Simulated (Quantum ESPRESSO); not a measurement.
**KBr (Fm-3m): the optical phonon under strain**

How far does biaxial strain in the (001) plane shift the zone-centre optical mode of KBr (Fm-3m)?

Method: DFT LDA, scalar-relativistic, plane waves, PseudoDojo norm-conserving pseudopotentials, in Quantum ESPRESSO 7.5.

### Step 1. The relaxed structure

It takes space group Fm-3m (No. 225, cubic). Conventional cell: a = 6.370 Å, b = 6.370 Å, c = 6.370 Å, α = 90.00°, β = 90.00°, γ = 90.00°. K has 6 Br at 3.18 Å nearest. Nearest to Br lie 6 K at 3.18 Å. Farther neighbours and most contacts between anions are not listed.

Coordinates:

```xyz
2
Lattice="-3.1850 0.0000 3.1850 0.0000 3.1850 3.1850 -3.1850 3.1850 0.0000" Properties=species:S:1:pos:R:3 pbc="T T T"
K     0.0000    0.0000    0.0000
Br   -3.1850    3.1850    3.1850
```

This is the cell after its relaxation at this level of theory, not the database cell from which that began.

### Step 2. Uniaxial strain

The relaxed cell is stretched along z alone. This keeps all atoms on sites fixed by symmetry and splits the threefold mode into a singlet, polarised along z, and a doublet. The macroscopic field is left out, so these are transverse modes. Cutoff 79 Ry, k mesh 8×8×8.

From the response at ε_zz = 0.01:

Log:

```text
[banners, grids, parts of the stress and lines that vanish by symmetry left out]
Program PHONON v.7.5
     Reading xml data from directory:

[...]
Exchange-correlation= PW
                           (   1   4   0   0   0   0   0)
[...]
kinetic-energy cut-off    =      79.0000  Ry
     charge density cut-off    =     316.0000  Ry
     convergence threshold     =      1.0E-18
[...]
Exchange-correlation= PW
                           (   1   4   0   0   0   0   0)
[...]
q = (   0.0000000   0.0000000   0.0000000 )
     17 Sym.Ops. (with q -> -q+G )
     G cutoff =  585.7431  (  41655 G-vectors)     FFT grid: ( 50, 50, 50)
     number of k points=    59
[...]
Mode symmetry, D_4h(4/mmm) point group:
[...]
Representation #   1 mode #   1
[...]
End of self-consistent calculation
     Convergence has been achieved
     Representation #   2 mode #   2
[...]
End of self-consistent calculation
     Convergence has been achieved
     Representation #   3 modes #   3   4
[...]
End of self-consistent calculation
     Convergence has been achieved
     Representation #   4 modes #   5   6
[...]
End of self-consistent calculation
     Convergence has been achieved
[...]
q = (    0.000000000   0.000000000   0.000000000 )
[...]
freq (    1) =       0.007822 [THz] =       0.260923 [cm-1]
     freq (    2) =       0.011316 [THz] =       0.377464 [cm-1]
     freq (    3) =       0.011316 [THz] =       0.377464 [cm-1]
     freq (    4) =       3.592833 [THz] =     119.844005 [cm-1]
     freq (    5) =       3.919597 [THz] =     130.743699 [cm-1]
     freq (    6) =       3.919597 [THz] =     130.743699 [cm-1]
[...]
Mode symmetry, D_4h(4/mmm) point group:
     freq (   1-   1) =          0.3  [cm-1]   --> A_2u X_4' M_4'  I
     freq (   2-   3) =          0.4  [cm-1]   --> E_u  X_5' M_5'  I
     freq (   4-   4) =        119.8  [cm-1]   --> A_2u X_4' M_4'  I
     freq (   5-   6) =        130.7  [cm-1]   --> E_u  X_5' M_5'  I

   JOB DONE.
```

```csv
ε_zz,singlet (cm⁻¹),doublet (cm⁻¹),σ_zz (GPa),σ_xx (GPa)
-0.005,135.29,129.66,-0.260,-0.026
0,130.05,130.05,0.001,0.001
0.005,124.90,130.41,0.244,0.027
0.01,119.84,130.74,0.470,0.052
```

Stress is counted positive in tension.

### Step 3. The fit

To first order ω² − ω₀² = p ε_zz + q (ε_xx + ε_yy) for the mode along z, and likewise for x and y. With ε_zz alone the singlet gives p and the doublet q.

The linear terms of parabolas through ω² are p = -15.99 ω₀² and q = 1.15 ω₀², with ω₀ = 130.1 cm⁻¹. Those of the stresses are C11 = 50 GPa and C12 = 5 GPa. Under hydrostatic strain p and q imply γ = −(p + 2q)/(6 ω₀²) = 2.28.

A layer held to an in-plane strain ε and free along z takes ε_zz = −2 (C12/C11) ε = -0.210 ε. To first order the singlet then shifts by (q − p C12/C11) ε / ω₀ = 369 ε cm⁻¹. For ε = 0.006, ε_zz = -0.00125, the formulas for ω² predict 132.23 cm⁻¹ for the singlet and 124.03 cm⁻¹ for the doublet.

### Step 4. A biaxially strained cell

This run was no part of the fit.

Log:

```text
[banners, grids, parts of the stress and lines that vanish by symmetry left out]
[banner, memory and clock lines left out]
Program PHONON v.7.5

[...]
Exchange-correlation= PW
                           (   1   4   0   0   0   0   0)
[...]
kinetic-energy cut-off    =      79.0000  Ry
     charge density cut-off    =     316.0000  Ry
     convergence threshold     =      1.0E-18
[...]
Exchange-correlation= PW
                           (   1   4   0   0   0   0   0)
[...]
q = (   0.0000000   0.0000000   0.0000000 )
     17 Sym.Ops. (with q -> -q+G )
     G cutoff =  582.6805  (  41727 G-vectors)     FFT grid: ( 50, 50, 50)
     number of k points=    59
[...]
Mode symmetry, D_4h(4/mmm) point group:
[...]
Representation #   1 mode #   1
[...]
End of self-consistent calculation
     Convergence has been achieved
     Representation #   2 mode #   2
[...]
End of self-consistent calculation
     Convergence has been achieved
     Representation #   3 modes #   3   4
[...]
End of self-consistent calculation
     Convergence has been achieved
     Representation #   4 modes #   5   6
[...]
End of self-consistent calculation
     Convergence has been achieved
[...]
q = (    0.000000000   0.000000000   0.000000000 )
[...]
freq (    1) =       0.010702 [THz] =       0.356969 [cm-1]
     freq (    2) =       0.010702 [THz] =       0.356969 [cm-1]
     freq (    3) =       0.015285 [THz] =       0.509849 [cm-1]
     freq (    4) =       3.724434 [THz] =     124.233736 [cm-1]
     freq (    5) =       3.724434 [THz] =     124.233736 [cm-1]
     freq (    6) =       3.963323 [THz] =     132.202231 [cm-1]
[...]
Mode symmetry, D_4h(4/mmm) point group:
     freq (   1-   2) =          0.4  [cm-1]   --> E_u  X_5' M_5'  I
     freq (   3-   3) =          0.5  [cm-1]   --> A_2u X_4' M_4'  I
     freq (   4-   5) =        124.2  [cm-1]   --> E_u  X_5' M_5'  I
     freq (   6-   6) =        132.2  [cm-1]   --> A_2u X_4' M_4'  I
```

```csv
mode,predicted (cm⁻¹),run (cm⁻¹)
singlet,132.23,132.20
doublet,124.03,124.23
```

The stress along z is 0.001 GPa and that in the plane 0.313 GPa; the unstrained cell carries 0.001 GPa.

### Step 5. What came out

```
p (in units of the squared frequency)           : -15.99
q (same units)                                  : 1.153
shift of the singlet per unit of biaxial strain : 369 cm⁻¹
C11 and C12                                     : 50 and 5 GPa
```

In words: To first order, one per cent of tensile biaxial strain moves the singlet of KBr (Fm-3m) by 3.7 cm⁻¹ and the doublet by -9.8 cm⁻¹; the formulas miss the test run by up to 0.20 cm⁻¹. In the rock-salt structure this mode is infrared active and has no first-order Raman line. The third potential, r, needs shear strain, which was not run. Runs of the series that gave no result are left out: uni-0.01-ph (refused). These are harmonic values at zero temperature.

[Host names and launcher messages were left out of these logs when they were recorded.]

[Logs are printed without paths, hosts, clocks, repeated set-up lines and the standing remarks that a program may print on its own settings, such as how far it seeks lower states.]

[Hosts, paths, dates, database ids (printed as entryN), source tags and the programs' standing remarks are cut or masked in the printed files.]
